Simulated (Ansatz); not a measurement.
# How fast states decay through Na2H2SO

Wanted: the relaxed cell of Na2H2SO, its band edges and its decay constants. It is built by putting S for part of the O in the NaHO structure of space group P2_1/m, with the volume rescaled by atomic radii. The parent structure comes from the Materials Project.

Main program and level: Ansatz 0.2.0; PBEsol DFT, plane waves, PAW files, in the first sound run; inputs show where later runs differ.

Report form: the programs' logs are mostly left out.

The structure was built from a prototype and need not be the compound's stable phase.

## Step 1: The structure

It takes space group Pm (No. 6, monoclinic). Conventional cell: a = 3.502 Å, b = 3.496 Å, c = 5.814 Å, α = 90.00°, β = 106.10°, γ = 90.00°. Nearest to Na lie 1 S at 2.36 Å and 4 O at 2.48 to 2.51 Å. Na has 1 O at 2.36 Å and 4 S at 2.48 to 2.51 Å nearest. Nearest to H lie 1 S at 1.00 Å. H has 1 O at 1.00 Å nearest. Nearest to O lie 1 H at 1.00 Å and 5 Na at 2.36 to 2.51 Å. S has 1 H at 1.00 Å and 5 Na at 2.36 to 2.51 Å nearest. It derives from NaHO. S for part of the O in the NaHO structure of space group P2_1/m. Farther neighbours and most contacts between anions are not listed.

## Step 2: Relaxing the new crystal

The substituted atoms don't fit the parent's cell, so cell and atoms relax together. A small smearing keeps the run stable in case the gap closes on the way.

File input.yaml:

```yaml
crystal:
  lattice:
    - [3.5024791371, 0.0, 0.0]
    - [0.0, 3.4964348884, 0.0]
    - [-1.6125276431, 0.0, 5.5856425022]
  atoms:
    - { symbol: Na, position: [0.66702716, 0.25, 0.81837155] }
    - { symbol: Na, position: [0.33297284, 0.75, 0.18162845] }
    - { symbol: H, position: [0.95947182, 0.25, 0.41905505] }
    - { symbol: H, position: [0.04052818, 0.75, 0.58094495] }
    - { symbol: O, position: [0.14622684, 0.75, 0.75947481] }
    - { symbol: S, position: [0.85377316, 0.25, 0.24052519] }
kpoints:
  mp_grid: { grid: [6, 6, 4] }
scf:
  occupations: { method: gaussian, width: 0.03 }
hamiltonian:
  xc: pbesol
output:
  forces: true
  stress: true
relax:
  f_tol: 0.02
  max_steps: 60
  cell: {}
```

On the command line:

```bash
$ ansatz run input.yaml --threads 2 --pin off --max-ram 4096MiB --backend cpu --events-out ev --progress --plain --runs-dir out
```

The job ended after 52 s (2 threads of Intel Xeon 6975P-C (Granite Rapids), shared host; peak memory 0.48 GiB).

The steps of the relaxation (22 of 30):

| step | energy less that of the first step (eV) | largest force component (eV/Å) | pressure (GPa) | volume (Å³) |
| --- | --- | --- | --- | --- |
| 1 | 0.0000 | 23.4227 | 28.67 | 68.40 |
| 2 | -3.0277 | 6.6767 | 9.29 | 77.79 |
| 4 | -3.7699 | 0.5312 | -0.99 | 84.48 |
| 5 | -3.8218 | 0.1359 | -0.20 | 81.78 |
| 7 | -3.7603 | 1.1767 | -0.51 | 78.07 |
| 8 | -3.8635 | 0.2760 | 0.55 | 80.05 |
| 9 | -3.8570 | 0.9048 | -0.79 | 80.57 |
| 11 | -3.8803 | 0.1123 | 0.15 | 80.86 |
| 12 | -3.8869 | 0.1020 | -0.05 | 81.13 |
| 13 | -3.8942 | 0.0593 | -0.04 | 81.15 |
| 15 | -3.8927 | 0.4993 | 0.29 | 81.42 |
| 16 | -3.9012 | 0.0385 | -0.08 | 81.13 |
| 18 | -3.9020 | 0.0345 | 0.00 | 81.00 |
| 19 | -3.9022 | 0.0054 | -0.01 | 80.98 |
| 20* | -3.9573 | 0.0050 | 0.81 | 80.98 |
| 22 | -3.9622 | 0.0415 | 0.03 | 83.67 |
| 23 | -3.9622 | 0.0165 | -0.04 | 84.09 |
| 24 | -3.9626 | 0.0322 | -0.02 | 84.04 |
| 26* | -3.9680 | 0.0067 | 0.00 | 84.01 |
| 27 | -3.9679 | 0.0589 | -0.03 | 84.04 |
| 29 | -3.9679 | 0.0119 | -0.01 | 84.10 |
| 30* | -3.9680 | 0.0119 | -0.01 | 84.10 |

Relaxation steps marked * repeat the geometry before them on a plane-wave basis chosen anew for their cell, so energy and pressure can jump there. Other such steps can lie between the rows shown. Relaxation steps 7, 9, 15, 27 were tried and not accepted.

The run keeps the 2 symmetry operations that it works with, so distortions that break them were not tested.

| cell as run | before | after | change |
| --- | --- | --- | --- |
| a (Å) | 3.502 | 3.598 | +2.7 % |
| b (Å) | 3.496 | 3.931 | +12.4 % |
| c (Å) | 5.814 | 6.023 | +3.6 % |
| β (°) | 106.10 | 99.16 | -6.5 % |
| volume (Å³/atom) | 11.40 | 14.02 | +23.0 % |

The atoms that moved most (Å, as changes of fractional coordinates times the final cell):

| atom | dx | dy | dz | length |
| --- | --- | --- | --- | --- |
| H3 | 0.578 | 0.000 | -0.102 | 0.587 |
| S6 | -0.444 | 0.000 | 0.263 | 0.516 |
| Na2 | -0.363 | 0.000 | -0.279 | 0.458 |
| Na1 | -0.088 | 0.000 | -0.316 | 0.328 |
| O5 | 0.290 | 0.000 | 0.123 | 0.315 |
| H4 | 0.027 | 0.000 | 0.311 | 0.312 |

The relaxed structure:

```xyz
6
Lattice="3.5920 0.0000 0.2144 0.0000 3.9308 0.0000 -1.3118 0.0000 5.8782" Properties=species:S:1:pos:R:3 pbc="T T T"
Na    1.2349    0.9827    4.6377
Na    0.5951    2.9481    0.8601
H     3.4744    0.9827    2.5666
H    -0.5899    2.9481    3.7345
O    -0.1809    2.9481    4.6189
S     2.3073    0.9827    1.8603
```

This step gave:

| Item | Value |
| --- | --- |
| free energy | -4432.0752 eV |
| Fermi energy | 3.501 eV |
| pressure | -0.005082 GPa |

The largest force component on a free atom ends at 0.012 eV/Å.

## Step 3: The bulk crystal and its band edges

The energy window and the wavevectors of the next steps follow from the band edges, so these are searched first, off the mesh as well.

File input.yaml:

```yaml
crystal:
  lattice:
    - [3.5920282205, 0.0, 0.2144435778]
    - [0.0, 3.930841271, 0.0]
    - [-1.3117678816, 0.0, 5.8782059486]
  atoms:
    - { symbol: Na, position: [0.6236000342, 0.25, 0.7662104321] }
    - { symbol: Na, position: [0.2162126739, 0.75, 0.1384296143] }
    - { symbol: H, position: [1.1118825204, 0.25, 0.3960606034] }
    - { symbol: H, position: [0.0668800213, 0.75, 0.6328648602] }
    - { symbol: O, position: [0.2334820826, 0.75, 0.7772496034] }
    - { symbol: S, position: [0.7479426676, 0.25, 0.2891848865] }
kpoints:
  mp_grid: { grid: [8, 6, 4] }
  band_path: { path: [VBM, CBM], npoints: 30 }
scf:
  occupations: { method: fixed }
hamiltonian:
  xc: pbesol
output:
  eigenvalues: true
  write_potential: true
  write_density: true
  volumetric_format: npy
```

Elapsed: 8 s, on 2 threads; peak memory 0.48 GiB; 15 s of CPU time.

Numbers from this step:

```yaml
free_energy: -4432.0758 eV
fermi_energy: 2.056 eV
gap_on_the_k_mesh: 2.888 eV
gap_on_path: 2.888 eV, by band count; negative where bands overlap
direct_gap_on_path: 3.102 eV
edge_places_on_path: 0, 1.100 1/A along the path
```

Electronic bands along the path, in eV, zero at the Fermi level (highest filled level under fixed occupations); v1 is the highest filled band, c1 the lowest empty one:

| point | v4 | v3 | v2 | v1 | c1 | c2 | c3 | c4 |
| --- | --- | --- | --- | --- | --- | --- | --- | --- |
| VBM | -1.72 | -0.74 | -0.65 | 0.00 | 3.85 | 5.86 | 7.85 | 8.33 |
| halfway | -1.77 | -0.67 | -0.61 | -0.21 | 4.64 | 5.53 | 6.46 | 7.96 |
| CBM | -0.93 | -0.85 | -0.33 | -0.21 | 2.89 | 4.44 | 5.87 | 8.70 |

The searched edges give 2.89 eV, as on the mesh.

## Step 4: Complex bands, plane (100), k-mesh 6×4×6

This step: PBEsol DFT, plane waves, PAW files; complex bands by layer matching along the plane's normal (Ansatz 0.2.0).

The same crystal is laid in a cell whose first two vectors span the (100) plane (indices of the standard conventional cell, whose axes can be ordered otherwise than in the bulk input). At fixed energy and wavevector in the plane the solver finds all kz, real and complex. A few wavevectors are listed, (0, 0), (0, -0.5) and (0.5, 0) in units of the plane's reciprocal vectors; the slowest state needn't be among them.

File input.yaml:

```yaml
crystal:
  lattice:
    - [3.930841271, 0.0, 0.0]
    - [0.0, 6.022793384, 0.0]
    - [0.0, -0.57305033, 3.552501387]
  atoms:
    - { symbol: Na, position: [0.25, 0.7662104321, 0.6236000342] }
    - { symbol: Na, position: [0.75, 0.1384296143, 0.2162126739] }
    - { symbol: H, position: [0.25, 0.3960606034, 0.1118825204] }
    - { symbol: H, position: [0.75, 0.6328648602, 0.0668800213] }
    - { symbol: O, position: [0.75, 0.7772496034, 0.2334820826] }
    - { symbol: S, position: [0.25, 0.2891848865, 0.7479426676] }
kpoints:
  mp_grid: { grid: [6, 4, 6] }
scf:
  occupations: { method: fixed }
hamiltonian:
  xc: pbesol
output:
  eigenvalues: true
  transmission:
    leads: [[0, 0]]
    kpoints: [[0.0, 0.0], [0.0, -0.5], [0.5, 0.0]]
    e_range: [-1.0, 3.89]
    de: 0.08
```

Run time: 18 s. Hardware: 2 threads; peak memory 0.67 GiB; 35 s of CPU time.

Numbers from this step:

| Property | Result |
| --- | --- |
| free energy | -4432.0753 eV |
| Fermi energy | 2.057 eV |
| level to which the leads are filled | 1.444 eV from the Fermi level |
| decay constant at the filling level, zone centre | 0.2658 Å⁻¹ |
| decay constant at the filling level, slowest listed point | 0.2658 Å⁻¹ |

K parallel (0, 0); values up to 1.5 1/Å, a degenerate pair printed once or twice; energies at which all values exceed this have no row. The Im kz of the slowest decaying states by energy, zero at the highest filled level on the SCF mesh:

| energy (eV) | decay 1 (Å⁻¹) | decay 2 (Å⁻¹) | decay 3 (Å⁻¹) | decay 4 (Å⁻¹) |
| --- | --- | --- | --- | --- |
| -1.0000 | 0.412 | 0.582 | 0.921 | 1.14 |
| -0.7600 | 0.144 | 0.578 | 0.975 | 1.00 |
| -0.5200 | 0.207 | 0.379 | 0.582 | 0.793 |
| -0.2800 | 0.110 | 0.251 | 0.385 | 0.586 |
| -0.0400 | 0.217 | 0.300 | 0.588 | 0.874 |
| 0.2800 | 0.254 | 0.359 | 0.499 | 0.586 |
| 0.5200 | 0.265 | 0.389 | 0.582 | 0.584 |
| 0.7600 | 0.271 | 0.407 | 0.576 | 0.636 |
| 1.0000 | 0.273 | 0.418 | 0.568 | 0.671 |
| 1.2400 | 0.271 | 0.422 | 0.558 | 0.696 |
| 1.4800 | 0.266 | 0.420 | 0.546 | 0.715 |
| 1.7200 | 0.256 | 0.413 | 0.532 | 0.727 |
| 1.9600 | 0.242 | 0.401 | 0.516 | 0.736 |
| 2.2800 | 0.212 | 0.378 | 0.492 | 0.743 |
| 2.5200 | 0.175 | 0.356 | 0.471 | 0.745 |
| 2.7600 | 0.110 | 0.333 | 0.447 | 0.745 |
| 3.0000 | 0.307 | 0.420 | 0.743 | 0.870 |
| 3.2400 | 0.281 | 0.390 | 0.739 | 0.837 |
| 3.4800 | 0.252 | 0.355 | 0.733 | 0.801 |
| 3.7200 | 0.221 | 0.313 | 0.726 | 0.763 |

K parallel (0, -0.5); values up to 1.5 1/Å, a degenerate pair printed once or twice; energies at which all values exceed this have no row. Im kz of the slowest decaying states against energy, zero at the highest filled level on the SCF mesh:

| energy (eV) | decay 1 (Å⁻¹) | decay 2 (Å⁻¹) | decay 3 (Å⁻¹) | decay 4 (Å⁻¹) |
| --- | --- | --- | --- | --- |
| -1.0000 | 0.0739 | 0.309 | 0.732 | 0.766 |
| -0.7600 | 0.0771 | 0.132 | 0.479 | 1.00 |
| -0.5200 | 0.0984 | 0.321 | 0.324 | 0.624 |
| -0.2800 | 0.227 | 0.382 | 0.854 | 1.02 |
| -0.0400 | 0.293 | 0.413 | 0.964 | 1.03 |
| 0.2800 | 0.343 | 0.404 | 0.437 | 1.03 |
| 0.5200 | 0.321 | 0.411 | 0.447 | 0.508 |
| 0.7600 | 0.311 | 0.451 | 0.455 | 0.572 |
| 1.0000 | 0.307 | 0.451 | 0.483 | 0.617 |
| 1.2400 | 0.302 | 0.447 | 0.503 | 0.649 |
| 1.4800 | 0.297 | 0.439 | 0.517 | 0.673 |
| 1.7200 | 0.290 | 0.429 | 0.527 | 0.691 |
| 1.9600 | 0.282 | 0.415 | 0.533 | 0.703 |
| 2.2800 | 0.268 | 0.391 | 0.536 | 0.714 |
| 2.5200 | 0.254 | 0.369 | 0.534 | 0.718 |
| 2.7600 | 0.238 | 0.342 | 0.530 | 0.720 |
| 3.0000 | 0.219 | 0.309 | 0.522 | 0.720 |
| 3.2400 | 0.196 | 0.269 | 0.511 | 0.717 |
| 3.4800 | 0.166 | 0.215 | 0.497 | 0.713 |
| 3.7200 | 0.125 | 0.132 | 0.478 | 0.707 |

K parallel (0.5, 0); values up to 1.5 1/Å, a degenerate pair printed once or twice; energies at which all values exceed this have no row. Table of Im kz of the slowest decaying states by energy, zero at the highest filled level on the SCF mesh:

| energy (eV) | decay 1 (Å⁻¹) | decay 2 (Å⁻¹) | decay 3 (Å⁻¹) | decay 4 (Å⁻¹) |
| --- | --- | --- | --- | --- |
| -1.00 | 0.285 | 0.441 | 0.962 | - |
| -0.84 | 0.355 | 0.512 | 0.973 | - |
| -0.60 | 0.101 | 0.265 | 0.409 | 0.583 |
| -0.44 | 0.168 | 0.341 | 0.434 | 0.619 |
| -0.20 | 0.219 | 0.278 | 0.409 | 0.462 |
| -0.04 | 0.241 | 0.349 | 0.440 | 0.476 |
| 0.20 | 0.264 | 0.419 | 0.472 | 0.492 |
| 0.36 | 0.275 | 0.453 | 0.487 | 0.499 |
| 0.60 | 0.287 | 0.492 | 0.502 | 0.507 |
| 0.76 | 0.293 | 0.509 | 0.510 | 0.512 |
| 0.92 | 0.297 | 0.512 | 0.513 | 0.529 |
| 1.16 | 0.301 | 0.512 | 0.515 | 0.550 |
| 1.32 | 0.302 | 0.511 | 0.515 | 0.561 |
| 1.56 | 0.302 | 0.507 | 0.511 | 0.574 |
| 1.72 | 0.301 | 0.502 | 0.506 | 0.581 |
| 1.96 | 0.297 | 0.494 | 0.497 | 0.589 |
| 2.12 | 0.293 | 0.487 | 0.490 | 0.593 |
| 2.28 | 0.288 | 0.479 | 0.481 | 0.596 |
| 2.52 | 0.280 | 0.465 | 0.465 | 0.598 |
| 2.68 | 0.272 | 0.453 | 0.455 | 0.598 |
| 2.92 | 0.260 | 0.433 | 0.437 | 0.598 |
| 3.08 | 0.249 | 0.417 | 0.423 | 0.596 |
| 3.32 | 0.232 | 0.391 | 0.401 | 0.592 |
| 3.48 | 0.217 | 0.371 | 0.384 | 0.588 |
| 3.72 | 0.192 | 0.337 | 0.355 | 0.582 |
| 3.88 | 0.171 | 0.310 | 0.333 | 0.576 |

At the listed wavevectors the last open channel is at -0.04 eV and the next at +2.92 eV on the grid. At +1.48 eV, the grid energy nearest the filling level (the middle of the gap on the SCF mesh), the slowest state at the listed wavevectors decays with κ = 0.266 Å⁻¹, its amplitude falling by e over 3.8 Å. Through 1 nm of this crystal that state's transmission falls by exp(−2 × 0.266 Å⁻¹ × 10 Å) = 0.0049.

## Step 5: Decaying states in the gap, plane (001), k-mesh 6×6×4

The same for the (001) plane, at (0, 0), (-0.5, 0) and (0.5, 0) (two of them one point), to see how the decay depends on direction.

File input.yaml:

```yaml
crystal:
  lattice:
    - [3.598423653, 0.0, 0.0]
    - [0.0, 3.930841271, 0.0]
    - [-0.959132128, 0.0, 5.945931862]
  atoms:
    - { symbol: Na, position: [0.6236000342, 0.25, 0.7662104321] }
    - { symbol: Na, position: [0.2162126739, 0.75, 0.1384296143] }
    - { symbol: H, position: [0.1118825204, 0.25, 0.3960606034] }
    - { symbol: H, position: [0.0668800213, 0.75, 0.6328648602] }
    - { symbol: O, position: [0.2334820826, 0.75, 0.7772496034] }
    - { symbol: S, position: [0.7479426676, 0.25, 0.2891848865] }
kpoints:
  mp_grid: { grid: [6, 6, 4] }
scf:
  occupations: { method: fixed }
hamiltonian:
  xc: pbesol
output:
  eigenvalues: true
  transmission:
    leads: [[0, 0]]
    kpoints: [[0.0, 0.0], [-0.5, 0.0], [0.5, 0.0]]
    e_range: [-1.0, 3.89]
    de: 0.12
```

The job ended after 5.6 s (2 threads; peak memory 0.47 GiB).

This step gave:

```yaml
decay_constant_at_the_filling_level_zone_centre: 0.3190 Å⁻¹
decay_constant_at_the_filling_level_slowest_listed_point: 0.319 Å⁻¹
```

K parallel (0, 0); values up to 1.5 1/Å, a degenerate pair printed once or twice; energies at which all values exceed this have no row. The Im kz of the slowest decaying states by energy, zero at the highest filled level on the SCF mesh:

| energy (eV) | decay 1 (Å⁻¹) | decay 2 (Å⁻¹) | decay 3 (Å⁻¹) | decay 4 (Å⁻¹) |
| --- | --- | --- | --- | --- |
| -1.00 | 0.382 | 0.869 | 0.970 | 1.19 |
| -0.76 | 0.373 | 0.679 | 1.02 | 1.14 |
| -0.52 | 0.179 | 0.183 | 0.700 | 1.08 |
| -0.28 | 0.146 | 0.815 | 1.09 | - |
| -0.04 | 0.268 | 0.348 | 0.854 | 1.09 |
| 0.20 | 0.308 | 0.492 | 0.868 | 1.09 |
| 0.44 | 0.327 | 0.578 | 0.873 | 1.09 |
| 0.68 | 0.335 | 0.638 | 0.872 | 1.09 |
| 0.92 | 0.335 | 0.683 | 0.867 | 1.08 |
| 1.16 | 0.330 | 0.717 | 0.860 | 1.07 |
| 1.40 | 0.319 | 0.744 | 0.851 | 1.06 |
| 1.64 | 0.303 | 0.765 | 0.840 | 1.05 |
| 1.88 | 0.282 | 0.782 | 0.828 | 1.04 |
| 2.12 | 0.255 | 0.795 | 0.814 | 1.02 |
| 2.36 | 0.218 | 0.799 | 0.805 | 1.00 |
| 2.60 | 0.166 | 0.782 | 0.813 | 0.982 |
| 2.84 | 0.0698 | 0.764 | 0.818 | 0.960 |
| 3.08 | 0.745 | 0.822 | 0.935 | - |
| 3.32 | 0.723 | 0.824 | 0.906 | - |
| 3.56 | 0.700 | 0.824 | 0.873 | - |
| 3.80 | 0.674 | 0.822 | 0.831 | - |

K parallel (-0.5, 0); values up to 1.5 1/Å, a degenerate pair printed once or twice; energies at which all values exceed this have no row. Table of Im kz of the slowest decaying states by energy, zero at the highest filled level on the SCF mesh:

| energy (eV) | decay 1 (Å⁻¹) | decay 2 (Å⁻¹) | decay 3 (Å⁻¹) | decay 4 (Å⁻¹) |
| --- | --- | --- | --- | --- |
| -1.00 | 0.615 | 0.775 | 1.29 | - |
| -0.76 | 0.527 | 0.620 | 1.27 | - |
| -0.64 | 0.195 | 0.621 | 1.26 | - |
| -0.40 | 0.343 | 0.493 | 0.618 | 1.24 |
| -0.28 | 0.392 | 0.488 | 0.614 | 1.23 |
| -0.04 | 0.0742 | 0.476 | 0.599 | 1.21 |
| 0.20 | 0.559 | 0.561 | 1.19 | - |
| 0.32 | 0.571 | 0.644 | 1.18 | - |
| 0.56 | 0.585 | 0.750 | 1.16 | - |
| 0.68 | 0.591 | 0.787 | 1.15 | - |
| 0.92 | 0.599 | 0.842 | 1.13 | - |
| 1.16 | 0.603 | 0.881 | 1.11 | - |
| 1.28 | 0.604 | 0.897 | 1.10 | - |
| 1.52 | 0.603 | 0.922 | 1.08 | - |
| 1.64 | 0.601 | 0.932 | 1.07 | - |
| 1.88 | 0.596 | 0.948 | 1.05 | - |
| 2.12 | 0.587 | 0.960 | 1.03 | 1.49 |
| 2.24 | 0.581 | 0.582 | 0.964 | 1.02 |
| 2.48 | 0.513 | 0.622 | 0.970 | 0.998 |
| 2.60 | 0.491 | 0.628 | 0.972 | 0.988 |
| 2.84 | 0.445 | 0.633 | 0.967 | 0.974 |
| 3.08 | 0.395 | 0.633 | 0.947 | 0.974 |
| 3.20 | 0.366 | 0.631 | 0.936 | 0.973 |
| 3.44 | 0.298 | 0.625 | 0.916 | 0.970 |
| 3.56 | 0.254 | 0.620 | 0.905 | 0.968 |
| 3.80 | 0.113 | 0.608 | 0.884 | 0.962 |

K parallel (0.5, 0); values up to 1.5 1/Å, a degenerate pair printed once or twice; energies at which all values exceed this have no row. Table of Im kz of the slowest decaying states by energy, zero at the highest filled level on the SCF mesh:

| energy (eV) | decay 1 (Å⁻¹) | decay 2 (Å⁻¹) | decay 3 (Å⁻¹) | decay 4 (Å⁻¹) |
| --- | --- | --- | --- | --- |
| -1.00 | 0.615 | 0.775 | 1.29 | - |
| -0.76 | 0.527 | 0.620 | 1.27 | - |
| -0.64 | 0.195 | 0.621 | 1.26 | - |
| -0.40 | 0.343 | 0.493 | 0.618 | 1.24 |
| -0.28 | 0.392 | 0.488 | 0.614 | 1.23 |
| -0.04 | 0.0742 | 0.476 | 0.599 | 1.21 |
| 0.20 | 0.559 | 0.561 | 1.19 | - |
| 0.32 | 0.571 | 0.644 | 1.18 | - |
| 0.56 | 0.585 | 0.750 | 1.16 | - |
| 0.68 | 0.591 | 0.787 | 1.15 | - |
| 0.92 | 0.599 | 0.842 | 1.13 | - |
| 1.16 | 0.603 | 0.881 | 1.11 | - |
| 1.28 | 0.604 | 0.897 | 1.10 | - |
| 1.52 | 0.603 | 0.922 | 1.08 | - |
| 1.64 | 0.601 | 0.932 | 1.07 | - |
| 1.88 | 0.596 | 0.948 | 1.05 | - |
| 2.12 | 0.587 | 0.960 | 1.03 | 1.49 |
| 2.24 | 0.581 | 0.582 | 0.964 | 1.02 |
| 2.48 | 0.513 | 0.622 | 0.970 | 0.998 |
| 2.60 | 0.491 | 0.628 | 0.972 | 0.988 |
| 2.84 | 0.445 | 0.633 | 0.967 | 0.974 |
| 3.08 | 0.395 | 0.633 | 0.947 | 0.974 |
| 3.20 | 0.366 | 0.631 | 0.936 | 0.973 |
| 3.44 | 0.298 | 0.625 | 0.916 | 0.970 |
| 3.56 | 0.254 | 0.620 | 0.905 | 0.968 |
| 3.80 | 0.113 | 0.608 | 0.884 | 0.962 |

At the listed wavevectors the last open channel is at -0.28 eV and the next at +2.96 eV on the grid, wider than the gap, since narrow bands can fall between grid energies. At +1.40 eV, the grid energy nearest the filling level (the middle of the gap on the SCF mesh), the slowest state at the listed wavevectors decays with κ = 0.319 Å⁻¹, its amplitude falling by e over 3.1 Å; the first such run, plane (100), gave 0.266 Å⁻¹.

## Step 6: Band edges at another level, cutoff 1197.3 eV

This step: PBEsol DFT, plane waves, norm-conserving files (Ansatz 0.2.0).

The edges again with norm-conserving files, at the same atoms. Against that run the cutoff is 1197 eV against 420.

File input.yaml:

```yaml
crystal:
  lattice:
    - [3.5920282205, 0.0, 0.2144435778]
    - [0.0, 3.930841271, 0.0]
    - [-1.3117678816, 0.0, 5.8782059486]
  atoms:
    - { symbol: Na, position: [0.6236000342, 0.25, 0.7662104321] }
    - { symbol: Na, position: [0.2162126739, 0.75, 0.1384296143] }
    - { symbol: H, position: [1.1118825204, 0.25, 0.3960606034] }
    - { symbol: H, position: [0.0668800213, 0.75, 0.6328648602] }
    - { symbol: O, position: [0.2334820826, 0.75, 0.7772496034] }
    - { symbol: S, position: [0.7479426676, 0.25, 0.2891848865] }
kpoints:
  mp_grid: { grid: [8, 6, 4] }
  band_path: { path: [VBM, CBM], npoints: 30 }
scf:
  occupations: { method: fixed }
hamiltonian:
  xc: pbesol
  pseudopotentials: { kind: nc }
output:
  eigenvalues: true
```

Run time: 31 s. Hardware: 2 threads; peak memory 0.76 GiB; 60 s of CPU time.

Numbers from this step:

```yaml
free_energy: -3266.7330 eV
fermi_energy: 2.009 eV
gap_on_the_k_mesh: 2.889 eV
gap_on_path: 2.889 eV, by band count; negative where bands overlap
direct_gap_on_path: 3.104 eV
```

The electronic bands at the labelled points (eV, zero at the Fermi level (highest filled level under fixed occupations); v1 is the highest filled band, c1 the lowest empty one):

| point | v4 | v3 | v2 | v1 | c1 | c2 | c3 | c4 |
| --- | --- | --- | --- | --- | --- | --- | --- | --- |
| VBM | -1.72 | -0.74 | -0.65 | 0.00 | 3.86 | 5.85 | 7.85 | 8.33 |
| halfway | -1.77 | -0.67 | -0.61 | -0.21 | 4.64 | 5.53 | 6.46 | 7.96 |
| CBM | -0.93 | -0.85 | -0.33 | -0.21 | 2.89 | 4.44 | 5.87 | 8.69 |

The searched edges give 2.89 eV, as on the mesh.

(Part 1 of 2 ends here.)

[Logs are printed without paths, hosts, clocks, repeated set-up lines and the standing remarks that a program may print on its own settings, such as how far it seeks lower states.]

[Hosts, paths, dates, database ids (printed as entryN), source tags and the programs' standing remarks are cut or masked in the printed files.]
